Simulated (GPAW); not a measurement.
# Surface energy and work function of Zn(0001) from slabs of 3 to 12 layers (RPBE)

How do energy and work function of Zn(0001) films settle with thickness, and what surface energy follows?

How it was computed: GPAW 26.7.0, plane waves at 450 eV with PAW setups; symmetric 1×1 slabs cut at the tabulated lattice constant (two decimals; low-temperature values for the alkali metals), atoms at bulk places, 7.5 Å of vacuum on each side, one in-plane mesh for all thicknesses, Fermi-Dirac smearing of 0.1 eV. Energies are extrapolated to zero smearing and count from the program's reference atoms. Functional RPBE. The cell's area is 6.128 Å².

What came out, but for one run:

| layers | energy (eV) | work function (eV) |
| --- | --- | --- |
| 3 | −2.2203 | 4.07 |
| 4 | −3.0514 | 3.92 |
| 5 | −3.8072 | 3.87 |
| 6 | −4.5990 | 3.97 |
| 7 | −5.3980 | 4.01 |
| 8 | −6.1863 | 3.97 |
| 9 | −6.9787 | 3.92 |
| 10 | −7.7711 | 3.94 |
| 11 | −8.5711 | 3.96 |
| 12 | ? | ? |

**Question.** What surface energy do these runs give, and what energy and work function should the 12-layer slab have?

Worked answer. A slab of n layers has E(n) = nε + 2Aγ once its middle is bulk-like. A line through n = 6 to 11 has the slope ε = −0.7935 eV a layer and the intercept 2Aγ = 0.1606 eV (r.m.s. residual 2.8 meV). So γ = 0.1606 / (2 × 6.128 Å²) = 0.0131 eV/Å² = 0.21 J/m², with a standard error of about 0.01 J/m² from the scatter about the line. For 12 layers: 0.1606 + 12 × (−0.7935) = −9.361 eV; the run gives −9.367 eV, 5.9 meV under the line. The work function has no such law: from 6 to 11 layers it moves between 3.92 and 4.01 eV (mean 3.96), and the 12-layer slab gives 3.96 eV. The thinnest slab, 3 layers, lies +0.11 eV from that mean. The values go up and down with thickness, as expected where levels confined across the film cross the Fermi level one by one.

Caveats: The surfaces are unrelaxed, so γ is an upper bound for this functional and lattice constant. The tabulated lattice constant isn't the functional's own, which strains the slab a little.
